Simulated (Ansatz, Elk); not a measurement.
**Li2CaO2: X-ray structure factors from the self-consistent density**

Structure refinements treat a crystal as free atoms side by side. For a made-up structure of Li2CaO2 (cell and positions from a PBE relaxation) the runs below show what the calculated density changes in F(hkl).

Method: DFT, PBE, all-electron APW+lo, Dirac cores, scalar-relativistic bands, static density, no spin, in Elk 11.2.3 (patched build).

The structure was built from a prototype and need not be the compound's stable phase.

## (1) Set-up

The structure is trigonal, space group P-3m1 (No. 164). The conventional cell has a = 3.360 Å, b = 3.360 Å, c = 5.473 Å, α = 90.00°, β = 90.00°, γ = 120.00°. Nearest to Ca lie 6 O at 2.39 Å. Nearest to O lie 4 Li at 1.97 to 2.06 Å and 3 Ca at 2.39 Å. Nearest to Li lie 4 O at 1.97 to 2.06 Å. Farther neighbours and most contacts between anions are not listed.

## (2) Ground state and structure factors

An all-electron density is needed, since X-rays see the cores too. Task 0 finds the density and task 195 Fourier-transforms it; tshift is off so that phases refer to the origin typed.

elk.in reads:

```
tasks
  0
  195

xctype
  20

spinpol
  .false.

rgkmax
  7.0

gmaxvr
  14.0

lmaxo
  7

lmaxapw
  8

swidth
  0.002

tshift
  .false.

ramdisk
  .false.

hmaxvr
  5.5

maxscl
  120

epspot
  1e-06

sppath
  './'

avec
  6.34865360293 0.00000000000 -0.00000000000
  -3.17432680146 5.49809529996 0.00000000000
  -0.00000000000 0.00000000000 10.34211092005

atoms
  3
  'Ca.in'
  1
  -0.0000000000 0.0000000000 0.0000000000   0.000000 0.000000 0.000000
  'O.in'
  2
  0.6666666667 0.3333333333 0.2562446039   0.000000 0.000000 0.000000
  0.3333333333 0.6666666667 0.7437553961   0.000000 0.000000 0.000000
  'Li.in'
  2
  0.6666666667 0.3333333333 0.6162003727   0.000000 0.000000 0.000000
  0.3333333333 0.6666666667 0.3837996273   0.000000 0.000000 0.000000

ngridk
  8 8 4
```

Launch:

```bash
> OMP_NUM_THREADS=4 elk
```

Numbers of over 12 decimals in the logs are rounded to 6 here.

The log of the run:

```text
┌─────────────────────────┐
│ Elk code version 11.2.3 │
└─────────────────────────┘

All units are atomic (Hartree, Bohr, etc.)

┌─────────────────────────────────────────────────┐
│ Ground-state run starting from atomic densities │
└─────────────────────────────────────────────────┘

Lattice vectors :
   6.348653603       0.000000000      -0.000000000
  -3.174326801       5.498095300       0.000000000
  -0.000000000       0.000000000       10.34211092

Reciprocal lattice vectors :
  0.9896878457      0.5713965441       0.000000000
  -0.000000000       1.142793088      -0.000000000
   0.000000000       0.000000000      0.6075341249

Unit cell volume      :    360.9965789
Brillouin zone volume :   0.6871262165

Muffin-tin inner radius fraction :   0.1000000000E-01

Nuclei treated as point charges

Species : 1 (Ca)
 parameters loaded from : Ca.in
 name : calcium
 nuclear charge    :   -20.00000000
 electronic charge :    20.00000000
 atomic mass :    73057.72475
 muffin-tin radius :    2.400000000
 number of radial points in muffin-tin :    993
 inner part over the whole radius :   0.9970789793E-02
 number on inner part of muffin-tin    :    698
 approximate nuclear radius :   0.6614485811E-04
 number of mesh points to nuclear radius :    321
 atomic positions (lattice), magnetic fields (Cartesian) :
  1 :   0.00000000  0.00000000  0.00000000    0.00000000  0.00000000  0.00000000

Species : 2 (O)
 parameters loaded from : O.in
 name : oxygen
 nuclear charge    :   -8.000000000
 electronic charge :    8.000000000
 atomic mass :    29165.12205
 muffin-tin radius :    1.800000000
 number of radial points in muffin-tin :    593
 inner part over the whole radius :   0.9958443124E-02
 number on inner part of muffin-tin    :    408
 approximate nuclear radius :   0.5115538663E-04
 number of mesh points to nuclear radius :    173
 atomic positions (lattice), magnetic fields (Cartesian) :
  1 :  -0.33333333  0.33333333  0.25624460    0.00000000  0.00000000  0.00000000
  2 :   0.33333333 -0.33333333 -0.25624460    0.00000000  0.00000000  0.00000000

Species : 3 (Li)
 parameters loaded from : Li.in
 name : lithium
 nuclear charge    :   -3.000000000
 electronic charge :    3.000000000
 atomic mass :    12652.66898
 muffin-tin radius :    1.800000000
 number of radial points in muffin-tin :    593
 inner part over the whole radius :   0.9806707936E-02
 number on inner part of muffin-tin    :    401
 approximate nuclear radius :   0.4000070961E-04
 number of mesh points to nuclear radius :    148
 atomic positions (lattice), magnetic fields (Cartesian) :
  1 :  -0.33333333  0.33333333 -0.38379963    0.00000000  0.00000000  0.00000000
  2 :   0.33333333 -0.33333333  0.38379963    0.00000000  0.00000000  0.00000000

Total number of atoms per unit cell :    5
Total muffin-tin volume :    155.6219337
 ratio of muffin-tin to unit cell volume :   0.4310897742

Spin treatment :
 spin-unpolarised

Number of Bravais lattice symmetries :   24
Number of crystal symmetries         :   12
Crystal has inversion symmetry
Real symmetric eigensolver will be used

k-point grid :      8     8     4
k-point offset :    0.000000000       0.000000000       0.000000000
k-point set is reduced with full crystal symmetry group
Total number of k-points :       35

Muffin-tin radius times maximum |G+k| :    7.000000000
 using average radius
Maximum |G+k| for APW functions       :    3.645833333
Maximum (1/2)|G+k|²                   :    6.646050347
Maximum |G| for potential and density :    14.00000000
Constant for pseudocharge density :    8
 order of it for each species :   15  15  15
 order of it for pair densities of each species (exact exchange by exxq0 0: 16) :   15   8   8
Radial integration step length :    1

G-vector grid sizes :     30    30    48
Number of G-vectors :    16733

Maximum angular momentum used for
 APW functions            :    8
 outer part of muffin-tin :    7
 inner part of muffin-tin :    2

Total nuclear charge    :   -42.00000000
[...]
Estimated direct band gap   :   0.2565462846
 at k-point 1

Charges :
 core                        :    14.00000000
 valence                     :    28.00000000
 interstitial                :    3.147869336
 muffin-tins (core leakage)
  species : 1 (Ca)
   atom 1                    :    18.16454780     ( -0.1984206097E-06)
  species : 2 (O)
   atom 1                    :    8.172044414     ( -0.2728711102E-06)
   atom 2                    :    8.172044414     ( -0.2728711102E-06)
  species : 3 (Li)
   atom 1                    :    2.171747019     (   0.000000000    )
   atom 2                    :    2.171747019     (   0.000000000    )
 total in muffin-tins        :    38.85213066
 total calculated charge     :    41.99913682
 total charge                :    42.00000000
 error                       :   0.8631834186E-03

RMS change in Kohn-Sham potential (target) :    9.362211258     (  0.1000000000E-05)
Absolute change in total energy (target)   :   0.9180293239     (  0.1000000000E-03)

[... loops 3 to 16 left out ...]

┌──────────────────┐
│ Loop number : 17 │
└──────────────────┘

Energies :
 Fermi                       :     0.131056
 sum of occupied eigenvalues :     -476.54761632208
 electron kinetic            :      851.10511272551
 core electron kinetic       :      757.56442207675
 Coulomb                     :     -1640.0681399272
 Coulomb potential           :     -1253.7199394244
 nuclear-nuclear             :     -147.94067509473
 electron-nuclear            :     -1734.9722091275
 Hartree                     :      242.84474429504
 Madelung                    :     -1013.2081702150
 xc potential                :     -73.932789623211
 exchange                    :     -55.722945989749
 correlation                 :     -1.528984
 electron entropic           :    -0.45018031998708E-11
 total energy                :     -846.21495682454

Density of states at Fermi energy :   0.5000204195E-07
 (states/Hartree/unit cell)

Estimated indirect band gap :   0.1814136388
 from k-point 1 to k-point 1
Estimated direct band gap   :   0.1814136388
 at k-point 1

Charges :
 core                        :    14.00000000
 valence                     :    28.00000000
 interstitial                :    3.783008049
 muffin-tins (core leakage)
  species : 1 (Ca)
[...]
species : 2 (O)
[...]
species : 3 (Li)
   atom 1                    :    2.231865182     (   0.000000000    )
   atom 2                    :    2.231865182     (   0.000000000    )
 total in muffin-tins        :    38.21699195
 total calculated charge     :    41.99922979
 total charge                :    42.00000000
 error                       :   0.7702093879E-03

RMS change in Kohn-Sham potential (target) :   0.1883833119E-06 (  0.1000000000E-05)
Absolute change in total energy (target)   :   0.6089222097E-05 (  0.1000000000E-03)

Convergence targets achieved

┌──────────────────┐
│ Loop number : 18 │
└──────────────────┘

Energies :
 Fermi                       :     0.131056
 sum of occupied eigenvalues :     -476.54761640973
 electron kinetic            :      851.10511342861
 core electron kinetic       :      757.56442202326
 Coulomb                     :     -1640.0681406317
 Coulomb potential           :     -1253.7199395779
 nuclear-nuclear             :     -147.94067509473
 electron-nuclear            :     -1734.9722103873
 Hartree                     :      242.84474485030
 Madelung                    :     -1013.2081708427
 xc potential                :     -73.932790260462
 exchange                    :     -55.722946057128
 correlation                 :     -1.528984
 electron entropic           :    -0.45018026705962E-11
 total energy                :     -846.21495689046

Density of states at Fermi energy :   0.5000204301E-07
 (states/Hartree/unit cell)

Estimated indirect band gap :   0.1814136674
 from k-point 1 to k-point 1
Estimated direct band gap   :   0.1814136674
 at k-point 1

Charges :
 core                        :    14.00000000
 valence                     :    28.00000000
 interstitial                :    3.783007986
 muffin-tins (core leakage)
  species : 1 (Ca)
   atom 1                    :    18.36145923     ( -0.1983773679E-06)
  species : 2 (O)
   atom 1                    :    7.695901202     ( -0.2724946953E-06)
   atom 2                    :    7.695901202     ( -0.2724946953E-06)
  species : 3 (Li)
   atom 1                    :    2.231865189     (   0.000000000    )
   atom 2                    :    2.231865189     (   0.000000000    )
 total in muffin-tins        :    38.21699201
 total calculated charge     :    41.99922979
 total charge                :    42.00000000
 error                       :   0.7702093251E-03

┌──────────────────────────────┐
│ Self-consistent loop stopped │
└──────────────────────────────┘

Wrote STATE.OUT
```

Elapsed: 17 s, on 4 threads of Arm Neoverse V2, shared host; peak memory 0.16 GiB.

SFACRHO.OUT:

```text

h k l indices transformed by vhmat matrix:
   1.000000000       0.000000000       0.000000000    
   0.000000000       1.000000000       0.000000000    
   0.000000000       0.000000000       1.000000000    

      h      k      l  multipl.   |H|            Re(F)            Im(F)           |F|

      0      0      0      1   0.0000000       42.000002     -0.56813786E-16   42.000002    
      0      0      1      2  0.60753412       13.675800     -0.78278655E-15   13.675800    
      1      0      0      6   1.1427931       6.8605625      0.46967193E-15   6.8605625    
      0      0      2      2   1.2150682       2.8079825      0.25049170E-14   2.8079825    
     -1      0     -1      6   1.2942464       24.569353      0.18786877E-14   24.569353    
      1     -1      1      6   1.2942464       7.7976502      0.32094249E-14   7.7976502    
     -1      0     -2      6   1.6680428       19.887514     -0.15655731E-15   19.887514    
     -1      0      2      6   1.6680428       15.589699     -0.14872944E-14   15.589699    
      0      0      3      2   1.8226024       15.267301      0.62622924E-15   15.267301    
      1      1      0      6   1.9793757       23.076723     -0.50221296E-14   23.076723    
      2     -1     -1     12   2.0705134       8.9486343      -0.0000000       8.9486343    
      0     -1      3      6   2.1512451       1.3859309     -0.13307371E-14   1.3859309    
      0     -1     -3      6   2.1512451       18.414437      0.56360632E-14   18.414437    
     -2      2      0      6   2.2855862       5.8240496      0.15655731E-15   5.8240496    
      1     -2     -2     12   2.3225673       4.0100939     -0.59491778E-14   4.0100939    
      2     -2      1      6   2.3649528       15.930208      -0.0000000       15.930208    
      0      2     -1      6   2.3649528       7.3133930     -0.14872944E-14   7.3133930    
      0      0     -4      2   2.4301365       14.153862      0.52055306E-14   14.153862
```

Elk indexes on the primitive cell of elk.in and gives |H| = 4π sin θ/λ in inverse bohr. Below, one row stands for each form hkl of the conventional cell (m members, Friedel mates merged), F is for one primitive cell and the density is static (no thermal factor). Free-atom factors are Waasmaier and Kirfel's, and R is Σm||F|−|F'||/Σm|F|.

| hkl | m | sin θ/λ (Å⁻¹) | abs F, DFT | neutral atoms | diff. | ions | diff. |
| --- | --- | --- | --- | --- | --- | --- | --- |
| 001 | 2 | 0.091 | 13.676 | 13.643 | +0.032 | 13.514 | +0.162 |
| 100 | 6 | 0.172 | 6.861 | 7.165 | -0.304 | 6.727 | +0.134 |
| 002 | 2 | 0.183 | 2.808 | 3.380 | -0.572 | 2.588 | +0.220 |
| 101 | 6 | 0.195 | 24.569 | 23.845 | +0.725 | 24.599 | -0.030 |
| 011 | 6 | 0.195 | 7.798 | 8.123 | -0.325 | 7.649 | +0.149 |
| 102 | 6 | 0.251 | 19.887 | 19.686 | +0.201 | 19.850 | +0.037 |
| 012 | 6 | 0.251 | 15.590 | 15.396 | +0.194 | 15.508 | +0.082 |
| 003 | 2 | 0.274 | 15.267 | 15.214 | +0.053 | 15.268 | -0.001 |
| 110 | 6 | 0.298 | 23.077 | 23.039 | +0.038 | 23.019 | +0.058 |
| 111 | 12 | 0.311 | 8.949 | 8.917 | +0.032 | 8.907 | +0.041 |
| 103 | 6 | 0.324 | 1.386 | 1.295 | +0.091 | 1.379 | +0.007 |
| 013 | 6 | 0.324 | 18.414 | 18.447 | -0.033 | 18.356 | +0.059 |
| 200 | 6 | 0.344 | 5.824 | 5.756 | +0.068 | 5.808 | +0.016 |
| 112 | 12 | 0.349 | 4.010 | 3.941 | +0.069 | 4.067 | -0.057 |
| 021 | 6 | 0.356 | 15.930 | 15.978 | -0.048 | 15.831 | +0.100 |
| 201 | 6 | 0.356 | 7.313 | 7.295 | +0.018 | 7.403 | -0.089 |
| 004 | 2 | 0.365 | 14.154 | 14.210 | -0.056 | 14.043 | +0.110 |
| 202 | 6 | 0.389 | 10.967 | 10.971 | -0.004 | 10.872 | +0.095 |
| 022 | 6 | 0.389 | 14.518 | 14.593 | -0.075 | 14.501 | +0.016 |
| 104 | 6 | 0.404 | 9.135 | 9.159 | -0.024 | 9.182 | -0.047 |
| 014 | 6 | 0.404 | 6.625 | 6.591 | +0.034 | 6.657 | -0.032 |
| 113 | 12 | 0.405 | 11.703 | 11.728 | -0.025 | 11.683 | +0.020 |

The ions are Li+, Ca2+ and O2−, by formal charge.

## (3) The highest occupied states alone

An energy window below the Fermi level keeps the highest occupied states, to see at which angles they scatter; shallow core shells can lie inside it and anion s states outside. No new self-consistency is needed.

Edit elk.in of step 2 so:

```diff
@@ -1,3 +1,2 @@
 tasks
-  0
   195
@@ -40,2 +39,5 @@
 
+wsfac
+  -0.236440 0.431060
+
 sppath
```

Launch:

```bash
> OMP_NUM_THREADS=4 elk
```

The log of the run:

```text
┌─────────────────────────────────┐
│ Elk code version 11.2.3 started │
└─────────────────────────────────┘

Info(readinput): the functional depends on the density's gradient
 muffin-tin radial points multiplied by    2.00000
 (not where nrmtscf is given)

┌────────────────────┐
│ Current task : 195 │
└────────────────────┘

Info(sfacrho): density structure factors written to SFACRHO.OUT

 Energy window :  -0.2364400000      0.4310600000

┌──────────────────┐
│ Elk code stopped │
└──────────────────┘
```

Elapsed: 4.2 s, on 4 threads; peak memory 0.16 GiB; 4.9 s of CPU time.

States within 10 eV below the Fermi level hold 12.00 electrons; any levels below the window count with the cores. Their amplitudes can exceed the total, where window and core parts have opposite phase:

| hkl | sin θ/λ (Å⁻¹) | abs F, window | abs F, all |
| --- | --- | --- | --- |
| 001 | 0.091 | 0.158 | 13.676 |
| 100 | 0.172 | 3.073 | 6.861 |
| 002 | 0.183 | 5.852 | 2.808 |
| 101 | 0.195 | 5.158 | 24.569 |
| 011 | 0.195 | 4.603 | 7.798 |
| 102 | 0.251 | 1.913 | 19.887 |
| 012 | 0.251 | 2.418 | 15.590 |
| 003 | 0.274 | 0.495 | 15.267 |
| 110 | 0.298 | 3.128 | 23.077 |
| 111 | 0.311 | 0.003 | 8.949 |

## (4) Another functional

The difference from free atoms is small, so it is set against the change that LDA (Perdew-Wang) makes.

Edit elk.in of step 3 so:

```diff
@@ -1,2 +1,3 @@
 tasks
+  0
   195
@@ -4,3 +5,3 @@
 xctype
-  20
+  3
 
@@ -39,5 +40,2 @@
 
-wsfac
-  -0.236440 0.431060
-
 sppath
```

Launch:

```bash
> OMP_NUM_THREADS=4 elk
```

The log of the run:

```text
┌─────────────────────────┐
│ Elk code version 11.2.3 │
└─────────────────────────┘

All units are atomic (Hartree, Bohr, etc.)

┌─────────────────────────────────────────────────┐
│ Ground-state run starting from atomic densities │
└─────────────────────────────────────────────────┘

Lattice vectors :
   6.348653603       0.000000000      -0.000000000
  -3.174326801       5.498095300       0.000000000
  -0.000000000       0.000000000       10.34211092

Reciprocal lattice vectors :
  0.9896878457      0.5713965441       0.000000000
[...]
species : 2 (O)
   atom 1                    :    7.659464136     ( -0.4514196752E-05)
   atom 2                    :    7.659464136     ( -0.4514196752E-05)
  species : 3 (Li)
   atom 1                    :    2.238255306     (   0.000000000    )
   atom 2                    :    2.238255306     (   0.000000000    )
 total in muffin-tins        :    38.16765660
 total calculated charge     :    41.99926235
 total charge                :    42.00000000
 error                       :   0.7376455135E-03

┌──────────────────────────────┐
│ Self-consistent loop stopped │
└──────────────────────────────┘

Wrote STATE.OUT
[key lines of the parts left out:]
total energy                :     -843.49604194465
```

Run time: 10 s. Hardware: 4 threads; peak memory 0.16 GiB.

Against the first run R = 0.24 %; the largest change is -0.058 at 101.

## (5) Basis size

The basis and the expansions that go with it are enlarged, to see whether the differences are converged.

Edit elk.in of step 4 so:

```diff
@@ -5,3 +5,3 @@
 xctype
-  3
+  20
 
@@ -11,12 +11,12 @@
 rgkmax
-  7.0
+  8.5
 
 gmaxvr
-  14.0
+  18.0
 
 lmaxo
-  7
+  9
 
 lmaxapw
-  8
+  10
```

Launch:

```bash
> OMP_NUM_THREADS=4 elk
```

The log of the run:

```text
┌─────────────────────────┐
│ Elk code version 11.2.3 │
└─────────────────────────┘

All units are atomic (Hartree, Bohr, etc.)

┌─────────────────────────────────────────────────┐
│ Ground-state run starting from atomic densities │
└─────────────────────────────────────────────────┘

Lattice vectors :
   6.348653603       0.000000000      -0.000000000
  -3.174326801       5.498095300       0.000000000
  -0.000000000       0.000000000       10.34211092

Reciprocal lattice vectors :
  0.9896878457      0.5713965441       0.000000000
[...]
species : 2 (O)
   atom 1                    :    7.699029055     ( -0.2724909112E-06)
   atom 2                    :    7.699029055     ( -0.2724909112E-06)
  species : 3 (Li)
   atom 1                    :    2.232160786     (   0.000000000    )
   atom 2                    :    2.232160786     (   0.000000000    )
 total in muffin-tins        :    38.22048649
 total calculated charge     :    41.99998665
 total charge                :    42.00000000
 error                       :   0.1335104568E-04

┌──────────────────────────────┐
│ Self-consistent loop stopped │
└──────────────────────────────┘

Wrote STATE.OUT
[key lines of the parts left out:]
total energy                :     -846.21941295459
```

It took 45 s on 4 threads; peak memory 0.25 GiB; 2.3 min of CPU time.

Against the first run R = 0.02 %; the largest change is -0.004 at 002.

## (6) Settings against the effect

| run | R against the first run (%) | R against neutral atoms, low angle (%) | wall time |
| --- | --- | --- | --- |
| PBE, rgkmax 7 | 0.00 | 1.85 | 17 s |
| LDA (Perdew-Wang) | 0.24 | 1.65 | 10 s |
| rgkmax 8.5 with larger expansions | 0.02 | 1.86 | 45 s |

## (7) What came out

```json
{"R against neutral atoms, sin θ/λ < 0.3 Å⁻¹": "1.85 %", "R against neutral atoms, 0.3 to 0.83 Å⁻¹": "0.28 %", "R against ions, below 0.3 Å⁻¹": "0.57 %"}
```

**Reading.** Independent neutral atoms miss the calculated amplitudes by R = 1.85 % below 0.3 Å⁻¹ and 0.28 % from there to 0.83 Å⁻¹; by shells, 0.24 % below 0.15 Å⁻¹ (1 form), 1.92 % 0.15 to 0.3 (8 forms), 0.46 % 0.3 to 0.45 (15 forms), 0.25 % above 0.45 (99 forms). Bonding, aspherical density and the tables' own atoms all enter these figures, and the runs don't part them. The largest change of an amplitude is +0.72 electrons, at 101. Formal ions give R = 0.57 % at low angle, nearer than neutral atoms. The window's part falls from 12.0 electrons at the origin to at most 0.97 between 0.45 and 0.83 Å⁻¹, where compact states inside the window still scatter. Below 0.3 Å⁻¹ the changes that finished (LDA (Perdew-Wang) and rgkmax 8.5 with larger expansions) move F by R = 0.24 % at most, against the 1.85 % that separates it from free atoms. The k-mesh has no finished test. Part of the difference isn't bonding: the tables are fits to free atoms and ions calculated by other methods than this functional. Thermal motion, anomalous dispersion and extinction are left out.

[Logs are printed without paths, hosts, clocks, repeated set-up lines and the standing remarks that a program may print on its own settings, such as how far it seeks lower states.]

[Hosts, paths, dates, database ids (printed as entryN), source tags and the programs' standing remarks are cut or masked in the printed files.]
